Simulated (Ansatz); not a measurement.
# Is Hf-Sc-Hf stack of (100) layers a stable metal?, part 3 of 4

The plan: relax Hf-Sc-Hf stack of (100) layers, check its phonons, and, if the lattice is stable, compute its Eliashberg function and ρ(T).

Ansatz 0.2.0; DFT PBEsol, scalar-relativistic, plane waves, PAW; PAW set soft_1.

So far: Set-up; Rough relaxation; Relaxation; Relaxing tightly for phonons.

### Step 5. Phonons by linear response: q 2×2×1, k 6×6×1

Before any scattering is computed, the phonons show whether the structure is a minimum.

Contents of input.yaml:

```yaml
crystal:
  lattice:
    - [2.9506360478, 0.0, 0.0]
    - [0.0, 2.9506360478, 0.0]
    - [0.0, 0.0, 33.0869768474]
  atoms:
    - { symbol: Hf, position: [0.0, 0.0, 0.1674373036] }
    - { symbol: Sc, position: [0.5, 0.5, 0.2363995066] }
    - { symbol: Hf, position: [0.0, 0.0, 0.3053617096] }
  periodic: [true, true, false]
kpoints:
  mp_grid: { grid: [6, 6, 1] }
hamiltonian:
  xc: pbesol
  pseudopotentials: { kind: paw, azcp: { folder: soft_1 }, xc_functional: pbe }
scf:
  occupations: { method: methfessel_paxton, width: 0.2 }
output:
  eigenvalues: true
phonons:
  method: dfpt
  qmesh: [2, 2, 1]
  temperatures: { t_max: 1000, t_step: 50 }
  qpath:
    path: [[0.0, 0.0, 0.0], [0.0, 0.5, 0.0], [0.5, 0.5, 0.0], [0.0, 0.0, 0.0]]
    npoints: 10
```

Launch:

```sh
ansatz run input.yaml --threads 8 --pin off --max-ram 20480MiB --backend cpu --events-out ev --progress --plain --runs-dir out
```

Numbers of over 12 decimals in the logs are rounded to 6 here.

Log:

```text
Warning: crystal.symmetry: narrowed to the stabiliser of the run's FFT grids — unitary ops 16 → 8. A phonons.method: dfpt run fills in the rows of the dynamical matrix that it does not solve by its symmetry operations, which is exact only for operations that map its FFT grids onto themselves: filled in by any other, the frequencies could depend on the order in which like atoms are typed, or, by more than the grids' own error, on where the crystal sits among the grids' points. Excluded: 8 operations. The run can therefore solve more perturbations, solve them on more k-points, or both, and cost more. [rest of the remark cut]
[...]
Crystal: 3 atoms, lattice volume = 288.064 Å³
Basis set: ecut = 420 eV, 5507 PW (Γ), exchange–correlation on 40×40×450 points (8 copies of the dense FFT grid, shifted against one another)
Bands: 38, of which v1, the nominal top of the filled ones, is band 32 counted from 1 (31 counted from 0)
Symmetry: 16 space group operations
k-points: 10 of 36 (irreducible under 8 space group operations)
[...]
SCF iter   1: F=—  HF=-33309.896357 eV  |F-HF|=—  |Δ(HF+E_count)|=         —  Δρ=3.30e-2  dr2=3.73e1  ethr=3.10e-3  ⟨swp⟩=10.3  Hψ=2050  notcnv=0
[...]
SCF iter  15: F=-33306.415881 eV  HF=-33306.415881 eV  |F-HF|=1.09e-10  |Δ(HF+E_count)|=  4.29e-10  S|Δr|=    0.00e0  Δρ=2.88e-8  dr2=1.52e-12  ethr=1.00e-12  ⟨swp⟩=19.2  Hψ=3995  notcnv=0
SCF 1 converged in 15 iterations: F = -33306.415881 eV  dr2 = 1.52e-12
[...]
phonons: the bands overlap, so this run is a metal and interpolates without the dipole-dipole term. If the crystal is really an insulator or semiconductor, its LO-TO splitting is missing
NSCF: frozen V_eff on 10 k-points
[...]
DFPT response loops at q = (0, 0, 0) (fractional): preconditioner auto → none (partly filled bands, converged f_vac=0.726); β = 0.50; Broyden in place of MSR1
[...]
SCF converged after 15 iterations
Stability not checked: this state was not tested for a lower state beside it, because cold or Methfessel-Paxton smearing, or corrected tetrahedra, fill the levels in a way that the test cannot read (fill_not_monotonic; see scf.lower_state_search)
Free energy (F): -33306.415881 eV
[...]
Internal energy: -33306.417558 eV  (E = F + TS)
E sigma→0 (E₀):  -33306.416300 eV
Entropy (-TS):   0.001677 eV (0.559 meV/atom)
Fermi energy:    -4.175783 eV
Step filling:    the computed levels leave a gap of 0.0186 eV = 0.1 smearing widths at the electron count; against every level under it full and every level over it empty, smearing changes F+E_penalty+E_count by +3.347 meV and its σ→0 estimate by +2.928 meV
[...]
--- Band table (eV; the first three rows and the last of 10) ---
  k-point 0: bands = [... 28 lower, -7.0128, -5.6032, -5.2374, -4.2075, -4.1056, -3.3347, -2.6076, -1.5731, ... 2 higher]
  k-point 1: bands = [... 28 lower, -6.5050, -5.1086, -4.7495, -4.2708, -3.9548, -3.1673, -3.0272, -1.9747, ... 2 higher]
  k-point 2: bands = [... 28 lower, -5.9082, -4.5890, -4.5143, -3.8990, -3.6926, -3.5767, -2.6774, -1.6292, ... 2 higher]
  k-point 9: bands = [... 28 lower, -6.0186, -5.2304, -5.2304, -4.0955, -4.0955, -1.4181, -1.0586, -1.0586, ... 2 higher]
--- Phonons (Γ-DFPT): 6 representative perturbations + reference (Σ response iterations 32) ---
  ASR residual: 1.330e-4 → 0.000e0 eV/Å²; symmetrization residual: 1.011e-5 eV/Å²
  The last average, over the group as it would stand without the narrowing to the FFT grids, took up to 8.995e-6 eV/Å² of the zone centre's force constants
  ASR residual per site (eV/Å²): 4.73e-5 1.33e-4 3.99e-5
  Γ frequencies (cm⁻¹): 0.00 0.00 0.00 58.64 58.64 86.00 164.62 164.62 200.18
--- Phonons (arbitrary-q DFPT): 3 irreducible q on the 2×2×1 mesh ---
  q = [0.0000, 0.0000, 0.0000] (star 1, of the zone-centre solve; hermiticity 3.44e-6, symmetrization 1.21e-11, taken by the last average 1.53e-6): -0.00 0.00 0.00 58.64 58.64 86.00 164.62 164.62 200.18
  q = [0.0000, -0.5000, 0.0000] (star 2, 9 solved perturbations on 16 of 36 k-point pairs; hermiticity 1.53e-6, symmetrization 1.02e-8, taken by the last average 8.32e-7): 12.48 16.55 56.85 81.28 116.03 130.85 135.50 177.91 256.17
  q = [-0.5000, -0.5000, 0.0000] (star 1, 6 solved perturbations in 78 linear systems a pass and spin channel, the states on 16 of 36 k-point pairs; hermiticity 1.64e-6, symmetrization 4.99e-8, taken by the last average 1.45e-6): 14.21 41.31 147.86 147.86 151.58 151.58 203.63 275.99 275.99
  sum rule: each row above includes the acoustic sum rule's correction from the zone centre's row sums; it moved no ω² by more than (0.90 cm⁻¹)²
  mesh force constants: q→R imaginary residual 5.53e-18; ASR residual 1.330e-4 → 0.000e0 eV/Å²; symmetrization residual 2.665e-15 eV/Å²
  interpolated dispersion: 31 rows × 9 modes
  density of states and harmonic sums: on the 22×22×1 q-mesh, interpolated from the force constants of a 2×2×1 supercell (no non-analytic term)
  largest difference from the sums on the solved wave vectors: F 3.94e-2 eV, S 9.85e-5 and C_V 5.91e-5 eV/K
  zero-point energy: 0.068095 eV/cell   skipped modes (ω ≤ 0): 10, of them read as no rigid motion or as one in doubt: 7 (5.785e-2 modes/cell left out, lowest -10.89 cm⁻¹)   left out of the sums: 7.12e-3 of the cell's modes: C_V's classical limit lies that fraction below 3 k_B per atom; for a crystal, a wire or a layer, F and S can be off by more, and a phonons.interpolated_qmesh denser along its periods is the remedy for the sampling
```

The job ended after 72 s (8 threads of Arm Neoverse V2, shared host; peak memory 1.5 GiB; 8.6 min of CPU time).

Reading the cycles: dr2 is the Hartree energy of the density residual (eV), the measure of convergence; HF is the Harris–Foulkes estimate of the energy, which meets the free energy F at convergence.

This step gave:

```
zero-point energy                                                              : 0.06809 eV/cell
share of imaginary modes in the plain interpolation between solved wavevectors : 0.0074
highest frequency, solved or plainly interpolated                              : 276 cm⁻¹
```

Solved on the 2×2×1 mesh alone; all other wavevectors are interpolated. The phonon branches at the labelled points (cm⁻¹):

```
  point  branch 1  branch 2  branch 3  branch 4  branch 5  branch 6  branch 7  branch 8  branch 9
      Γ         0         0         0        59        59        86       165       165       200
halfway       -11        43        51        73        95        96       151       189       214
      X        12        17        57        81       116       131       136       178       256
halfway        42        64       105       108       135       140       191       217       266
      M        14        41       148       148       152       152       204       276       276
halfway        59        59       100       100       101       103       190       216       216
      Γ         0         0         0        59        59        86       165       165       200
```

The phonon branches as a text plot (rows in cm⁻¹):

```
    270 |                        ***************
    258 |              **********   **
    246 |            **                         **
    234 |           *             **              **
    222 |         **             *
    210 |       **                                  ***
    198 |*******               ** ****************     **********
    186 |    ** *****       ******                *********
    174 |  **        *******  *                            ***
    162 |******                                               ***
    151 |      *****        **      *********
    139 |           ********  *********      ***
    127 |            ************ ****          **
    115 |           **********    **              **
    103 |         **             *                  ***
     91 |**    ***             **                      **       *
     79 |  *****     **********                        *********
     67 | ***** *****         ****                     *******
     55 |****** **** **********   ****       ************     ***
     43 |  **  ***          ** ***    *******   **       *****
     31 |    **   ***     **      ****       ***           ***
     19 | ***        *****            *******                 **
      7 | *          *****
     -5 |************                                           *
         Γ               X               M                      Γ
```

Lowest modes at the softest wavevector of the mesh. Modes at q = (0.500, 0.000, 0.000), with each element's share of the kinetic energy:

```
mode  frequency (cm⁻¹)  Hf %  Sc %
   1              12.5   100     0
   2              16.6   100     0
   3              56.8   100     0
   4              81.3   100     0
   5             116.0    88    12
   6             130.9   100     0
```

Displacements in mode 1 (12.5 cm⁻¹), the largest set to 1, in the home cell:
```
Hf1 0.00 1.00 0.00
Sc2 0.00 0.00 0.00
Hf3 0.00 1.00 0.00
```

Displacements in mode 3 (56.8 cm⁻¹), the largest set to 1, in the home cell:
```
Hf1  0.00  0.00 -1.00
Sc2 -0.06  0.00  0.00
Hf3  0.00  0.00  1.00
```

The modes has structure finer than the step of the table below, so its rows give means over 10 cm⁻¹, whole bins alone (the curve runs from -20.8 to 293 cm⁻¹). Peaks (cm⁻¹: height): Hf 22.7: 0.0381, 62.2: 0.0788, 89.9: 0.0446, 123.5: 0.0488; Sc 165.0: 0.0187, 188.7: 0.0667, 200.5: 0.0505, 220.3: 0.0279, 242.0: 0.0207, 255.9: 0.0310.

Phonopy on the run's constants, 19x19x1 mesh, Gaussian sigma 2.2 cm⁻¹. Table of modes by wavenumber; means over each step; values in 1/cm⁻¹/cell:

```
wavenumber (cm⁻¹)       Hf       Sc
              -10  0.00495   4.5e-4
                0  0.00266   2.4e-4
               10  0.00444   2.1e-4
               20   0.0228  0.00140
               30   0.0237   7.2e-4
               40   0.0315  0.00107
               50   0.0639  0.00147
               60   0.0770  0.00126
               70   0.0693  0.00104
               80   0.0430   3.1e-4
               90   0.0357   3.0e-4
              100   0.0260   3.6e-4
              110   0.0406   8.9e-4
              120   0.0437  0.00149
              130   0.0461  0.00128
              140   0.0376  0.00788
              150   0.0153  0.00871
              160  0.00123   0.0175
              170  0.00114   0.0136
              180  0.00283   0.0364
              190  0.00439   0.0561
              200  0.00168   0.0396
              210   9.1e-5  0.00368
              220   2.4e-4   0.0185
              230   9.0e-5  0.00859
              240   8.4e-5   0.0170
              250   5.4e-5   0.0185
              260   2.2e-5   0.0234
              270   5.7e-6   0.0155
              280        0  0.00235
```

No LO-TO term; unit eigenvectors of the mass-weighted matrix. Modes at Γ, with each element's share of the kinetic energy:

```
mode  frequency (cm⁻¹)  symmetry  Hf %  Sc %
   1               0.0   unnamed    89    11
   2               0.0   unnamed    89    11
   3               0.0   unnamed    89    11
   4              58.6        Eg   100     0
   5              58.6        Eg   100     0
   6              86.0       A1g   100     0
   7             164.6        Eu    11    89
   8             164.6        Eu    11    89
   9             200.2       A2u    11    89
```

Displacements in mode 4 (58.6 cm⁻¹), the largest set to 1:
```
Hf1  0.00  1.00  0.00
Sc2  0.00  0.00  0.00
Hf3  0.00 -1.00  0.00
```

Displacements in mode 9 (200.2 cm⁻¹), the largest set to 1:
```
Hf1  0.00  0.00 -0.13
Sc2  0.00  0.00  1.00
Hf3  0.00  0.00 -0.13
```

Among the solved wavevectors the lowest mode, translations apart, is 12.5 cm⁻¹, so these are real on this k mesh.

### Step 6. Electron–phonon run: q 2×2×1, k 8×8×1, scattering 12×12×1

Phonons, couplings and the Boltzmann equation in one run.

input.yaml: that of step 5 with these lines changed.

```diff
@@ -11,3 +11,3 @@
 kpoints:
-  mp_grid: { grid: [6, 6, 1] }
+  mp_grid: { grid: [8, 8, 1] }
 hamiltonian:
@@ -26 +26,4 @@
     npoints: 10
+  electrical_resistivity:
+    mesh: [12, 12, 1]
+    temperatures: [20.0, 50.0, 77.0, 100.0, 150.0, 200.0, 300.0, 400.0, 600.0, 800.0]
```

Log:

```text
[the first part of the log is left out]
  E_xc         = -614.152220
  E_vxc        = -614.034585  (∫ρ·V_xc dr)
  E_paw        = -16115.376080  (= ΣΔE_a)
  E_vpaw       = -289.696581  (= ΣTr[D̂ρ^β])
  E_aug_tail   = 0.000238  (compensation charges beyond the density's cutoff)
  E_ewald      = 110870.061654
  E_core_change = 2.631138  (= ΣΔE_core)
  E_smearing   = -0.013872  (= −TS)
  E_closure    = 0.000000  (closes the sum)
  Σ components = -33306.370210   (vs F -33306.370210, Δ=0.00e0)
--- Band table (eV; the first three rows and the last of 15) ---
  k-point 0: bands = ["-66.0844", "-66.0843", "-52.6639", "-34.8625", "-34.8425", "-34.3025", "-34.3025", "-34.3004", "-34.3004", "-31.3586", "-31.1695", "-31.1695", "-16.0508", "-16.0490", "-16.0204", "-16.0197", "-16.0087", "-16.0087", "-16.0087", "-16.0087", "-15.9754", "-15.9753", "-15.9586", "-15.9586", "-15.9581", "-15.9581", "-10.1648", "-9.2600", "-7.0895", "-5.7169", "-5.3618", "-4.2782", "-4.1800", "-3.4112", "-2.6930", "-1.6652 (-1.6652°)", "-1.6652 (-1.6652°)", "-1.6228 (-1.6228°)", "-0.2031 (-0.2031°)", "-0.2031 (-0.2031°)", "-0.1476 (-0.1928°)", "-0.1079 (-0.1618°)", "0.3401", "1.0891"]
  k-point 1: bands = ["-66.0770", "-66.0769", "-52.6537", "-34.8459", "-34.8310", "-34.4292", "-34.4285", "-34.2915", "-34.2896", "-31.3488", "-31.2535", "-31.1624", "-16.0478", "-16.0461", "-16.0153", "-16.0148", "-16.0124", "-16.0122", "-16.0060", "-16.0059", "-15.9774", "-15.9774", "-15.9718", "-15.9715", "-15.9543", "-15.9539", "-9.7689", "-8.8625", "-6.7852", "-5.4305", "-5.0798", "-4.2993", "-4.0753", "-3.2446", "-3.0449", "-1.9387", "-1.8137", "-1.5819 (-1.5819°)", "-0.5213 (-0.5213°)", "-0.2340 (-0.2373°)", "0.0871 (0.0500°)", "0.2725 (0.2026°)", "0.4846", "0.9262"]
  k-point 2: bands = ["-66.0591", "-66.0591", "-52.6290", "-34.8068", "-34.8035", "-34.7280", "-34.7231", "-34.2648", "-34.2636", "-31.4515", "-31.3268", "-31.1451", "-16.0428", "-16.0415", "-16.0219", "-16.0214", "-16.0007", "-16.0005", "-16.0003", "-16.0000", "-15.9991", "-15.9990", "-15.9824", "-15.9821", "-15.9420", "-15.9418", "-8.7497", "-7.9475", "-6.1778", "-4.7989", "-4.3926", "-4.3546", "-4.1759", "-3.5854", "-2.8127", "-2.0612", "-1.7992", "-1.4660", "-1.0989", "0.0546 (0.0546°)", "0.1815 (0.1815°)", "0.2363 (0.2358°)", "0.7862", "0.9062"]
  k-point 14: bands = ["-65.9844", "-65.9843", "-52.5260", "-35.0162", "-35.0162", "-35.0107", "-35.0107", "-34.6612", "-34.6573", "-31.6506", "-31.6506", "-31.2482", "-16.0397", "-16.0397", "-16.0391", "-16.0391", "-16.0100", "-16.0075", "-16.0068", "-16.0054", "-15.9682", "-15.9682", "-15.9680", "-15.9680", "-15.9514", "-15.9514", "-6.9730", "-6.5364", "-6.0739", "-5.3277", "-5.3277", "-4.1945", "-4.1945", "-1.4971", "-1.1473", "-1.1473", "-0.2047", "0.1072", "0.5333", "0.5333", "1.4651", "3.7984", "3.7984", "4.1146"]
  ° read free of the cell's end (the report's vacuum.weakly_bound_levels)
--- Phonons (Γ-DFPT): 6 representative perturbations + reference (Σ response iterations 33) ---
  ASR residual: 1.154e-5 → 0.000e0 eV/Å²; symmetrization residual: 2.271e-7 eV/Å²
  The last average, over the group as it would stand without the narrowing to the FFT grids, took up to 9.724e-8 eV/Å² of the zone centre's force constants
  ASR residual per site (eV/Å²): 1.15e-5 6.48e-6 1.12e-5
  Γ frequencies (cm⁻¹): 0.00 0.00 0.00 56.57 56.57 75.61 162.58 162.58 186.66
--- Phonons (arbitrary-q DFPT): 3 irreducible q on the 2×2×1 mesh ---
  q = [0.0000, 0.0000, 0.0000] (star 1, of the zone-centre solve; hermiticity 8.88e-8, symmetrization 3.52e-11, taken by the last average 1.90e-8): -0.00 -0.00 0.00 56.57 56.57 75.61 162.58 162.58 186.66
  q = [0.0000, -0.5000, 0.0000] (star 2, 9 solved perturbations on 25 of 64 k-point pairs; hermiticity 3.27e-8, symmetrization 2.59e-9, taken by the last average 1.08e-8): -28.89 21.37 31.23 64.32 107.83 124.42 125.14 174.74 236.59
  q = [-0.5000, -0.5000, 0.0000] (star 1, 6 solved perturbations in 120 linear systems a pass and spin channel, the states on 25 of 64 k-point pairs; hermiticity 2.01e-8, symmetrization 1.06e-9, taken by the last average 6.09e-9): 33.67 55.92 147.74 147.74 154.60 154.60 202.53 254.48 254.48
  sum rule: each row above includes the acoustic sum rule's correction from the zone centre's row sums; it moved no ω² by more than (0.20 cm⁻¹)²
  mesh force constants: q→R imaginary residual 6.25e-18; ASR residual 1.154e-5 → 0.000e0 eV/Å²; symmetrization residual 2.665e-15 eV/Å²
  interpolated dispersion: 31 rows × 9 modes
  density of states and harmonic sums: on the 22×22×1 q-mesh, interpolated from the force constants of a 2×2×1 supercell (no non-analytic term)
  largest difference from the sums on the solved wave vectors: F 2.18e-1 eV, S 3.06e-4 and C_V 8.83e-5 eV/K
  zero-point energy: 0.063737 eV/cell   skipped modes (ω ≤ 0): 23, of them read as no rigid motion or as one in doubt: 20 (2.190e-1 modes/cell left out, lowest -28.89 cm⁻¹)   left out of the sums: 2.50e-2 of the cell's modes: C_V's classical limit lies that fraction below 3 k_B per atom; for a crystal, a wire or a layer, F and S can be off by more, and a phonons.interpolated_qmesh denser along its periods is the remedy for the sampling
Error: electrical resistivity: the mode of lowest frequency at the wavevector [0.0000, -0.5000, 0.0000] is imaginary, -28.89 cm⁻¹ (written negative): the force constants describe an unstable lattice; relax the structure, enlarge phonons.supercell (under dfpt, kpoints.mp_grid), or, with a block electrical_resistivity or superconductivity, name a file of force constants under which the crystal is stable (phonons.electron_phonon_force_constants)
The harmonic force constants that this run solved are whole in <dir>
```

It took 1.8 min on 8 threads; peak memory 1.8 GiB.

The run ended with an error.

The program's message: “electrical resistivity: the mode of lowest frequency at the wavevector [0.0000, -0.5000, 0.0000] is imaginary, -28.89 cm⁻¹ (written negative): the force constants describe an unstable lattice; relax t …”

The run stops because a mode is imaginary on the scattering mesh, where no scattering rate is defined; denser k meshes, other smearings and, between solved wavevectors, finer q meshes show whether the instability is real.

(Part 3 of 4 ends here.)

[Logs are printed without paths, hosts, clocks, repeated set-up lines and the standing remarks that a program may print on its own settings, such as how far it seeks lower states.]

[Hosts, paths, dates, database ids (printed as entryN), source tags and the programs' standing remarks are cut or masked in the printed files.]
